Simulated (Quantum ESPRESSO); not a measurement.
# MnGe3 (Ge8x111 Mn2 nn): which magnetic order is lowest, part 2 of 2

Does MnGe3 (Ge8x111 Mn2 nn) prefer parallel or opposed moments?

Quantum ESPRESSO 7.5; PBE with U = 4 eV on Mn d (ortho-atomic projectors); plane waves with GBRV 1.5 PBE potentials, no spin-orbit coupling.

So far, absolute magnetization (μB): step 2 (start 1: ferro ++) 9.87.

### 3. Run 2, typed as antiferro +−

pw.in reads:

```
&CONTROL
  calculation = 'scf'
  prefix = 'pwscf'
  outdir = './tmp'
  pseudo_dir = './pseudo'
  disk_io = 'nowf'
/
&SYSTEM
  ibrav = 0
  celldm(1) = 8
  nat = 8
  ntyp = 3
  ecutwfc = 40
  ecutrho = 280
  nbnd = 71
  occupations = 'smearing'
  smearing = 'fd'
  degauss = 0.00367493
  nspin = 2
  starting_magnetization(1) = 0.3
  starting_magnetization(2) = -0.3
  starting_magnetization(3) = 0
/
&ELECTRONS
  conv_thr = 1.6d-08
  electron_maxstep = 150
  mixing_beta = 0.3
/
ATOMIC_SPECIES
Mn1    54.9380 mn_pbe_v1.5.uspp.F.UPF
Mn2    54.9380 mn_pbe_v1.5.uspp.F.UPF
Ge     72.6300 ge_pbe_v1.4.uspp.F.UPF
CELL_PARAMETERS alat
   1.3365088016416    0.0000000000000    0.0000000000000
   0.0000000000000    1.3365088016416    0.0000000000000
   0.0000000000000    0.0000000000000    1.3365088016416
ATOMIC_POSITIONS crystal
Mn1     0.0000000000    0.0000000000    0.0000000000
Mn2     0.2500000000    0.2500000000    0.2500000000
Ge      0.0000000000    0.5000000000    0.5000000000
Ge      0.2500000000    0.7500000000    0.7500000000
Ge      0.5000000000    0.0000000000    0.5000000000
Ge      0.7500000000    0.2500000000    0.7500000000
Ge      0.5000000000    0.5000000000    0.0000000000
Ge      0.7500000000    0.7500000000    0.2500000000
K_POINTS automatic
5 5 5 0 0 0
HUBBARD {ortho-atomic}
U Mn1-3d 4.0000
U Mn2-3d 4.0000
```

Started as:

```console
> OMP_NUM_THREADS=1 mpirun -n 4 pw.x -nk 4 -in pw.in > pw.out
```

What it wrote:

```text
[banner, memory and clock lines left out]
Program PWSCF v.7.5 starts

     Message from routine setup:
     using ibrav=0 with symmetry is DISCOURAGED, use correct ibrav instead

     bravais-lattice index     =            0
     lattice parameter (alat)  =       8.0000  a.u.
     unit-cell volume          =    1222.3214 (a.u.)^3
     number of atoms/cell      =            8
     number of atomic types    =            3
     number of electrons       =       114.00
     number of Kohn-Sham states=           71
     kinetic-energy cutoff     =      40.0000  Ry
     charge density cutoff     =     280.0000  Ry
     scf convergence threshold =      1.6E-08
     mixing beta               =       0.3000
     number of iterations used =            8  plain     mixing
     Exchange-correlation=  SLA  PW   PBX  PBC
                           (   1   4   3   4   0   0   0)
     Hubbard projectors: ortho-atomic
     Hubbard parameters of DFT+U (Dudarev formulation) in eV:
     U(Mn1-3d) =  4.0000
     U(Mn2-3d) =  4.0000

     Internal variables: lda_plus_u =T, lda_plus_u_kind = 0

     Internal variables: orbital_resolved =F, hub_pot_fix =F, apply_U = F

     celldm(1)=   8.000000  celldm(2)=   0.000000  celldm(3)=   0.000000
     celldm(4)=   0.000000  celldm(5)=   0.000000  celldm(6)=   0.000000

     crystal axes: (cart. coord. in units of alat)
               a(1) = (   1.336509   0.000000   0.000000 )
               a(2) = (   0.000000   1.336509   0.000000 )
               a(3) = (   0.000000   0.000000   1.336509 )

     reciprocal axes: (cart. coord. in units 2 pi/alat)
               b(1) = (  0.748218  0.000000  0.000000 )
               b(2) = (  0.000000  0.748218  0.000000 )
               b(3) = (  0.000000  0.000000  0.748218 )

     PseudoPot. # 1 for Mn read from file:
     mn_pbe_v1.5.uspp.F.UPF
     Pseudo is Ultrasoft + core correction, Zval = 15.0

     PseudoPot. # 2 for Mn read from file:
     mn_pbe_v1.5.uspp.F.UPF
     Pseudo is Ultrasoft + core correction, Zval = 15.0

     PseudoPot. # 3 for Ge read from file:
     ge_pbe_v1.4.uspp.F.UPF
     Pseudo is Ultrasoft + core correction, Zval = 14.0

     atomic species   valence    mass     pseudopotential
     Mn1              15.00    54.93800     Mn( 1.00)
     Mn2              15.00    54.93800     Mn( 1.00)
     Ge               14.00    72.63000     Ge( 1.00)

     Starting magnetic structure
     atomic species   magnetization
     Mn1             0.300
     Mn2            -0.300
     Ge              0.000

      6 Sym. Ops. (no inversion) found

   Cartesian axes

     site n.     atom                  positions (alat units)
         1        Mn1    tau(   1) = (   0.0000000   0.0000000   0.0000000  )
         2        Mn2    tau(   2) = (   0.3341272   0.3341272   0.3341272  )
         3        Ge     tau(   3) = (   0.0000000   0.6682544   0.6682544  )
         4        Ge     tau(   4) = (   0.3341272   1.0023816   1.0023816  )
         5        Ge     tau(   5) = (   0.6682544   0.0000000   0.6682544  )
         6        Ge     tau(   6) = (   1.0023816   0.3341272   1.0023816  )
         7        Ge     tau(   7) = (   0.6682544   0.6682544   0.0000000  )
         8        Ge     tau(   8) = (   1.0023816   1.0023816   0.3341272  )

     number of k points=    19  Fermi-Dirac smearing, width (Ry)=  0.0037
                       cart. coord. in units 2pi/alat
        k(    1) = (   0.0000000   0.0000000   0.0000000), wk =   0.0080000
        k(    2) = (   0.0000000   0.0000000   0.1496436), wk =   0.0480000
        k(    3) = (   0.0000000   0.0000000   0.2992872), wk =   0.0480000
        k(    4) = (   0.0000000   0.1496436   0.1496436), wk =   0.0480000
        k(    5) = (   0.0000000   0.1496436   0.2992872), wk =   0.0960000
        [... 14 further k-points ...]

     Dense  grid:    96969 G-vectors     FFT dimensions: (  60,  60,  60)

     Smooth grid:    41851 G-vectors     FFT dimensions: (  45,  45,  45)

     Check: negative core charge=   -0.000018
     Generating pointlists ...
     new r_m :   0.2387 (alat units)  1.9098 (a.u.) for type    1
     new r_m :   0.2387 (alat units)  1.9098 (a.u.) for type    2
     new r_m :   0.2387 (alat units)  1.9098 (a.u.) for type    3

     Initial potential from superposition of free atoms

     starting charge     112.9946, renormalised to     114.0000

     STARTING HUBBARD OCCUPATIONS:

     =================== HUBBARD OCCUPATIONS ===================
     ------------------------ ATOM    1 ------------------------
     Tr[ns(  1)] (up, down, total) =   5.00000  0.00000  5.00000
     Atomic magnetic moment for atom   1 =   5.00000
     [... lines left out ...]
     ------------------------ ATOM    2 ------------------------
     Tr[ns(  2)] (up, down, total) =   0.00000  5.00000  5.00000
     Atomic magnetic moment for atom   2 =  -5.00000
     [... lines left out ...]
     Number of occupied Hubbard levels =   10.0000

     Atomic wfc used for Hubbard projectors are orthogonalized

     Starting wfcs are   80 randomized atomic wfcs

     Self-consistent Calculation

     iteration #  1     ecut=    40.00 Ry     beta= 0.30
     Davidson diagonalization with overlap
     ethr =  1.00E-02,  avg # of iterations =  2.7

     =================== HUBBARD OCCUPATIONS ===================
     ------------------------ ATOM    1 ------------------------
     Tr[ns(  1)] (up, down, total) =   4.85891  0.37980  5.23871
     Atomic magnetic moment for atom   1 =   4.47911
     [... lines left out ...]
     ------------------------ ATOM    2 ------------------------
     Tr[ns(  2)] (up, down, total) =   0.37978  4.85891  5.23869
     Atomic magnetic moment for atom   2 =  -4.47913
     [... lines left out ...]
     Number of occupied Hubbard levels =   10.4774

     Threshold (ethr) on eigenvalues was too large:
     Diagonalizing with lowered threshold

     Davidson diagonalization with overlap
     ethr =  3.38E-04,  avg # of iterations =  5.3

     total energy              =   -1703.81587298 Ry
     estimated scf accuracy    <       0.37656380 Ry

     total magnetization       =     0.00 Bohr mag/cell
     absolute magnetization    =     9.37 Bohr mag/cell

     iteration #  2     ecut=    40.00 Ry     beta= 0.30
     Davidson diagonalization with overlap
     ethr =  3.30E-04,  avg # of iterations =  2.1

     total energy              =   -1703.83411411 Ry
     estimated scf accuracy    <       0.09243032 Ry

     total magnetization       =     0.00 Bohr mag/cell
     absolute magnetization    =     9.36 Bohr mag/cell

     [... further iterations left out ...]

     iteration # 11     ecut=    40.00 Ry     beta= 0.30
     Davidson diagonalization with overlap
     ethr =  6.58E-10,  avg # of iterations =  2.9

     negative rho (up, down):  5.648E-04 5.648E-04

     total energy              =   -1703.85281305 Ry
     estimated scf accuracy    <       0.00000005 Ry

     total magnetization       =     0.00 Bohr mag/cell
     absolute magnetization    =     9.58 Bohr mag/cell

     iteration # 12     ecut=    40.00 Ry     beta= 0.30
     Davidson diagonalization with overlap
     ethr =  4.52E-11,  avg # of iterations =  2.8

     negative rho (up, down):  5.647E-04 5.647E-04

     Magnetic moment per site  (integrated on atomic sphere of radius R)
     atom   1 (R=0.239)  charge= 13.0467  magn=  4.0709
     atom   2 (R=0.239)  charge= 13.0467  magn= -4.0709
     atom   3 (R=0.239)  charge= 11.8412  magn=  0.0585
     atom   4 (R=0.239)  charge= 11.8412  magn= -0.0585
     atom   5 (R=0.239)  charge= 11.8412  magn=  0.0585
     atom   6 (R=0.239)  charge= 11.8412  magn= -0.0585
     atom   7 (R=0.239)  charge= 11.8412  magn=  0.0585
     atom   8 (R=0.239)  charge= 11.8412  magn= -0.0585

     End of self-consistent calculation

     =================== HUBBARD OCCUPATIONS ===================
     ------------------------ ATOM    1 ------------------------
     Tr[ns(  1)] (up, down, total) =   4.87156  0.44186  5.31343
     Atomic magnetic moment for atom   1 =   4.42970
     [... lines left out ...]
     ------------------------ ATOM    2 ------------------------
     Tr[ns(  2)] (up, down, total) =   0.44185  4.87156  5.31342
     Atomic magnetic moment for atom   2 =  -4.42971
     [... lines left out ...]
     Number of occupied Hubbard levels =   10.6268

     [... lines left out ...]
     the Fermi energy is     8.1356 ev

!    total energy              =   -1703.85281316 Ry
     estimated scf accuracy    <          9.1E-09 Ry
     smearing contrib. (-TS)   =      -0.00176524 Ry
     internal energy E=F+TS    =   -1703.85104792 Ry

     The total energy is F=E-TS. E is the sum of the following terms:
     one-electron contribution =   -1131.33323863 Ry
     hartree contribution      =     649.24377061 Ry
     xc contribution           =    -403.15192291 Ry
     ewald contribution        =    -818.75962732 Ry
     Hubbard energy            =       0.14997033 Ry

     total magnetization       =    -0.00 Bohr mag/cell
     absolute magnetization    =     9.58 Bohr mag/cell

     convergence has been achieved in  12 iterations
```

It took 47 s on 4 MPI ranks of AMD EPYC 9B45 (Zen 5), shared host; peak memory 0.98 GiB.

Spin moment in the atom's sphere by atom:

```tsv
atom	spin moment in the atom's sphere (μB)
Mn1	4.07
Mn2	-4.07
Ge3	0.06
Ge4	-0.06
Ge5	0.06
Ge6	-0.06
Ge7	0.06
Ge8	-0.06
```

This step gave:

| Property | Result |
| --- | --- |
| smearing term TS | 0.02402 eV |
| magnetization | 0 μB |
| absolute magnetization | 9.578 μB |
| final state | antiferromagnetic |

### 4. The states side by side

An order is kept where moments of 0.15 μB or more survive with the typed signs; meshes match where a doubled cell samples the same k points as the first cell.

Orders:

```tsv
start	final state	typed order kept	energy over the lowest (meV a seeded atom)	largest site moment (μB)	net moment (μB a cell of the first run)	mesh matched	CPU time (s)
ferro ++	ferromagnetic	yes	271.4	4.126	8.612	yes	220.2
antiferro +-	antiferromagnetic	yes	0	4.071	0	yes	185.6
```

### 5. Occupations of the corrected shells in the lowest state

Occupations of the Hubbard shells:

```tsv
block	type	shell	spin	electrons	occupation numbers
1	Mn1	3d	up	4.872	0.967 0.967 0.967 0.985 0.985
1	Mn1	3d	down	0.4419	0.029 0.029 0.065 0.159 0.159
2	Mn2	3d	up	0.4419	0.029 0.029 0.065 0.159 0.159
2	Mn2	3d	down	4.872	0.967 0.967 0.967 0.985 0.985
```

### 6. Results

```json
{
  "lowest state found": "antiferromagnetic (from antiferro +-)",
  "largest site moment": "4.07 μB",
  "next state with moments": "ferromagnetic, 271 meV a seeded atom higher"
}
```

**Reading.** This is the lowest of 2 collinear or spinless starts, no proof of the ground state.

[Logs and program files are shortened in this print: banners, set-up blocks, solver, clock and traceback lines can be left out without a mark of their own.]

[Logs are printed without paths, hosts, clocks, repeated set-up lines and the standing remarks that a program may print on its own settings, such as how far it seeks lower states.]

[Hosts, paths, dates, database ids (printed as entryN), source tags and the programs' standing remarks are cut or masked in the printed files.]

[Where a cell is said to come from a database of computed structures, the database is the Materials Project.]
